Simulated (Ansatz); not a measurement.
**LiMg (P-6m2): phonons and vibrational spectra**

Wanted: vibrations and spectra of LiMg (P-6m2); the cell is already relaxed. After the zone centre comes a 3×3×2 q mesh on a 15×15×8 k mesh.

Method: DFT PBEsol, scalar-relativistic, plane waves, PAW, in Ansatz 0.2.0.

### 1. Set-up

It takes space group P-6m2 (No. 187, hexagonal). Conventional cell: a = 3.105 Å, b = 3.105 Å, c = 5.033 Å, α = 90.00°, β = 90.00°, γ = 120.00°. Nearest to Li lie 6 Mg at 3.09 Å and 6 Li at 3.11 Å. Nearest to Mg lie 6 Li at 3.09 Å and 6 Mg at 3.11 Å. Farther neighbours are not listed.

### 2. Linear response at the zone centre

The cell comes from relaxations at this level that are not shown. The zone centre comes first: it holds the modes that light can see, as far as symmetry allows. No field response is asked, since the mesh shows no gap.

File input.yaml:

```yaml
crystal:
  lattice:
    - [3.1054107774, 0.0, 0.0]
    - [-1.5527053887, 2.6893646224, 0.0]
    - [0.0, 0.0, 5.0327798343]
  atoms:
    - { symbol: Li, position: [0.0, 0.0, 0.0] }
    - { symbol: Mg, position: [0.6666666667, 0.3333333333, 0.5] }
kpoints:
  mp_grid: { grid: [15, 15, 8] }
hamiltonian:
  xc: pbesol
scf:
  occupations: { method: methfessel_paxton, width: 0.15 }
output:
  eigenvalues: true
phonons:
  method: dfpt
```

Started as:

```
$ ansatz run input.yaml --threads 4 --pin off --max-ram 7168MiB --backend cpu --events-out ev --progress --plain --runs-dir out
```

Numbers of over 12 decimals in the logs are rounded to 6 here.

What it wrote:

```text
zone centre: on kpoints.mp_grid the ground state, and the responses unless they are solved on pairs of k-points, stand on 320 of the mesh's 1800 k-points, reduced under 4 symmetry operations, with k and −k counted as one. Each operation leaves every solved displacement unchanged or reverses it
Engine: ansatz 0.2.0, aarch64-unknown-linux-gnu
Pseudopotentials: kind: paw
Pseudopotential: Li, paw, valence charge 3, recommended cutoff 420 eV (normal), Li.paw.azcp
Pseudopotential: Mg, paw, valence charge 10, recommended cutoff 420 eV (normal), Mg.paw.azcp
Functional definition: PBEsol
  exchange = pbesol_x
  correlation = pbesol_c
Crystal: 2 atoms, lattice volume = 42.032 Å³
Basis set: ecut = 420 eV, 833 PW (Γ), exchange–correlation on 48×48×72 points (8 copies of the dense FFT grid, shifted against one another)
Bands: 11, of which v1, the nominal top of the filled ones, is band 7 counted from 1 (6 counted from 0)
Symmetry: 12 space group operations
k-points: 320 of 1800 (irreducible under 4 space group operations, time reversal used)
Non-local potential: Li, projectors of the file, l = 0: 3, l = 1: 2, l = 2: 1
Non-local potential: Mg, projectors of the file, l = 0: 3, l = 1: 2, l = 2: 1
PAW form: soft (Blöchl's): semilocal exchange-correlation on the pseudo side does not see the compensation charge
PAW frozen core: Mg, regenerated for the run's functional, and the local potential with it (the file was generated under x = pbe(κ = 0.804, μ = 0.219515), c = pbe(β = 0.066725))
PAW one-centre angular grid: Li, 110 points (default); XC on 64 Gauss nodes
PAW one-centre angular grid: Mg, 110 points (default); XC on 64 Gauss nodes
Initial density: superposition of atomic densities (neutral atoms: chi_scale 0, normalization atom), corrected by the library's trained network
Initial wavefunctions: pseudopotential atomic-orbital guess
Functional: x = pbesol(κ = 0.804, μ = 0.123457), c = pbesol(β = 0.046)
SCF iter   1: F=—  HF=-2115.102483 eV  |F-HF|=—  |Δ(HF+E_count)|=         —  Δρ=1.78e-3  dr2=6.29e-4  ethr=1.77e-3  ⟨swp⟩=5.0  Hψ=19979  notcnv=0
preconditioner: auto → none  [metal: Δε(μ)=0.027 eV  Ē_g=7.362 eV  σ=0.150 eV  W_gap=0.15  n_scr=2 (ndim 8)  ℏωp=9.9 eV  f_vac=0.000  D(μ)=1.30/eV (n_scr^D=8)  sad-step TF]
SCF iter   2: F=—  HF=-2115.101381 eV  |F-HF|=—  |Δ(HF+E_count)|=   1.10e-3  S|Δr|=    0.00e0  Δρ=8.51e-4  dr2=1.78e-4  ethr=4.84e-6  ⟨swp⟩=2.6  Hψ=8197  notcnv=0
SCF iter   3: F=—  HF=-2115.101213 eV  |F-HF|=—  |Δ(HF+E_count)|=   1.68e-4  S|Δr|=    0.00e0  Δρ=1.81e-4  dr2=3.75e-5  ethr=1.37e-6  ⟨swp⟩=2.0  Hψ=5546  notcnv=0
SCF iter   4: F=—  HF=-2115.101201 eV  |F-HF|=—  |Δ(HF+E_count)|=   1.19e-5  S|Δr|=    0.00e0  Δρ=7.05e-5  dr2=3.28e-6  ethr=2.88e-7  ⟨swp⟩=1.6  Hψ=3692  notcnv=0
SCF iter   5: F=—  HF=-2115.101202 eV  |F-HF|=—  |Δ(HF+E_count)|=   5.65e-7  S|Δr|=    0.00e0  Δρ=3.61e-5  dr2=7.80e-7  ethr=2.52e-8  ⟨swp⟩=2.0  Hψ=5053  notcnv=0
SCF iter   6: F=—  HF=-2115.101201 eV  |F-HF|=—  |Δ(HF+E_count)|=   6.39e-7  S|Δr|=    0.00e0  Δρ=1.26e-5  dr2=9.37e-8  ethr=6.00e-9  ⟨swp⟩=2.2  Hψ=4798  notcnv=0
SCF iter   7: F=—  HF=-2115.101201 eV  |F-HF|=—  |Δ(HF+E_count)|=   4.45e-8  S|Δr|=    0.00e0  Δρ=4.70e-7  dr2=1.03e-10  ethr=7.21e-10  ⟨swp⟩=2.1  Hψ=4865  notcnv=0
SCF iter   8: F=—  HF=-2115.101201 eV  |F-HF|=—  |Δ(HF+E_count)|=  2.77e-11  S|Δr|=    0.00e0  Δρ=2.36e-7  dr2=3.00e-11  ethr=1.00e-12  ⟨swp⟩=6.1  Hψ=13889  notcnv=0
SCF iter   9: F=-2115.101201 eV  HF=-2115.101201 eV  |F-HF|=4.55e-13  |Δ(HF+E_count)|=  1.32e-11  S|Δr|=    0.00e0  Δρ=1.32e-8  dr2=7.86e-14  ethr=1.00e-12  ⟨swp⟩=5.0  Hψ=11644  notcnv=0
SCF 1 converged in 9 iterations: F = -2115.101201 eV  dr2 = 7.86e-14
  greatest PAW one-centre occupation: 1.000 electrons in one spin orbital (limit 2), on the Mg atom at site 1 (counted from 0), in its partial waves of l = 0
DFPT response loops at Γ: preconditioner auto → Kerker (q_TF=auto, 2.244 Å⁻¹) (partly filled bands, converged f_vac=0.000); β = 1.00, the filter's whole step (`scf.mixing.beta` (0.50) is not read by the response loops under this deck's `scf.mixing.preconditioner`; to damp them name `kerker` or `kerker_dos`, under which they read `scf.mixing.beta`, and type it under 1.00, their step now; both keys bind the ground state too); Broyden in place of MSR1
SCF converged after 9 iterations
Stability not checked: this state was not tested for a lower state beside it, because cold or Methfessel-Paxton smearing, or corrected tetrahedra, fill the levels in a way that the test cannot read (fill_not_monotonic; see scf.lower_state_search)
Free energy (F): -2115.101201 eV
Harris-Foulkes:  -2115.101201 eV  (|F-HF|=4.55e-13)
Internal energy: -2115.099381 eV  (E = F + TS)
E sigma→0 (E₀):  -2115.100746 eV
Entropy (-TS):   -0.001820 eV (-0.910 meV/atom)
Fermi energy:    3.501543 eV
Step filling:    the computed levels leave a gap of 0.0000 eV = 0.0 smearing widths at the electron count; against every level under it full and every level over it empty, smearing changes F+E_penalty+E_count by -0.959 meV and its σ→0 estimate by -0.504 meV
--- Per-component energies (eV) ---
  E_band       = -458.192614
  E_kinetic    = 96.156187
  E_local      = -1925.237893  (includes V_loc(G=0)·N_el)
  E_nonlocal   = 63.251782
  E_hartree    = 697.759726
  E_xc         = -38.094611
  E_vxc        = -49.379039  (∫ρ·V_xc dr)
  E_paw        = -300.860372  (= ΣΔE_a)
  E_vpaw       = -38.503107  (= ΣTr[D̂ρ^β])
  E_aug_tail   = 0.000014  (compensation charges beyond the density's cutoff)
  E_ewald      = -708.133076
  E_core_change = 0.058862  (= ΣΔE_core)
  E_smearing   = -0.001820  (= −TS)
  E_closure    = 0.000000  (closes the sum)
  Σ components = -2115.101201   (vs F -2115.101201, Δ=0.00e0)
--- Band table (eV; the first three rows and the last of 320) ---
  k-point 0: bands = [... 3 lower, -38.9177, -38.9177, -2.2069, 2.6955, 4.6881, 15.1195, 15.1195, 16.9022]
  k-point 1: bands = [... 3 lower, -38.9177, -38.9177, -2.1519, 2.1840, 5.3822, 15.2004, 15.2004, 16.4704]
  k-point 2: bands = [... 3 lower, -38.9177, -38.9177, -2.0011, 1.3905, 6.7312, 14.4503, 15.4397, 15.4397]
  k-point 319: bands = [... 3 lower, -38.9374, -38.9302, 1.6190, 3.1355, 6.7619, 7.9067, 8.5924, 9.6510]
--- Phonons (Γ-DFPT): 4 representative perturbations + reference, on 320 of 1800 k-points (Σ response iterations 13) ---
  k mesh reduced under 4 symmetry operations, with k and −k counted as one. Each operation leaves every solved displacement unchanged or reverses it
  ASR residual: 1.619e-5 → 0.000e0 eV/Å²; symmetrization residual: 1.226e-6 eV/Å²
  ASR residual per site (eV/Å²): 1.60e-6 1.62e-5
  Γ frequencies (cm⁻¹): 0.00 0.00 0.00 146.33 146.33 315.39
  non-analytic LO–TO correction: not included (Born effective charges unavailable; polar crystals: no LO–TO splitting at Γ)
```

It took 18 s on 4 threads of Arm Neoverse V1, shared host; peak memory 0.63 GiB.

This step gave:

- volume per atom: 21.02 Å³
- gap on the k-mesh: 0 eV
- sum-rule residual before enforcement: 1.62e-5 eV/Å²
- point group: -6m2
- highest optical mode at the zone centre (no LO-TO term): 315.4 cm⁻¹
- lowest optical zone-centre mode: 146.3 cm⁻¹

Patterns of degenerate modes are one choice out of their space. The modes at Γ (shares of kinetic energy by element, %):

| mode | frequency (cm⁻¹) | symmetry | Li % | Mg % |
| --- | --- | --- | --- | --- |
| 1 | 0.0 | acoustic | 22 | 78 |
| 2 | 0.0 | acoustic | 22 | 78 |
| 3 | 0.0 | acoustic | 22 | 78 |
| 4 | 146.3 | E' | 78 | 22 |
| 5 | 146.3 | E' | 78 | 22 |
| 6 | 315.4 | A2'' | 78 | 22 |

Displacements in mode 5 (146.3 cm⁻¹), the largest set to 1:
```
Li1  1.00  0.00  0.00
Mg2 -0.29  0.00  0.00
```

Displacements in mode 6 (315.4 cm⁻¹), the largest set to 1:
```
Li1  0.00  0.00  1.00
Mg2  0.00  0.00 -0.29
```

Before it was imposed, the acoustic sum rule was missed by 1.6e-5 eV/Å². Small misses are needed for a sound result but don't prove that mesh and cutoff are converged. The lowest optical mode is real, 146 cm⁻¹.

(Continued in part 2 of 2.)

[Logs are printed without paths, hosts, clocks, repeated set-up lines and the standing remarks that a program may print on its own settings, such as how far it seeks lower states.]

[Hosts, paths, dates, database ids (printed as entryN), source tags and the programs' standing remarks are cut or masked in the printed files.]
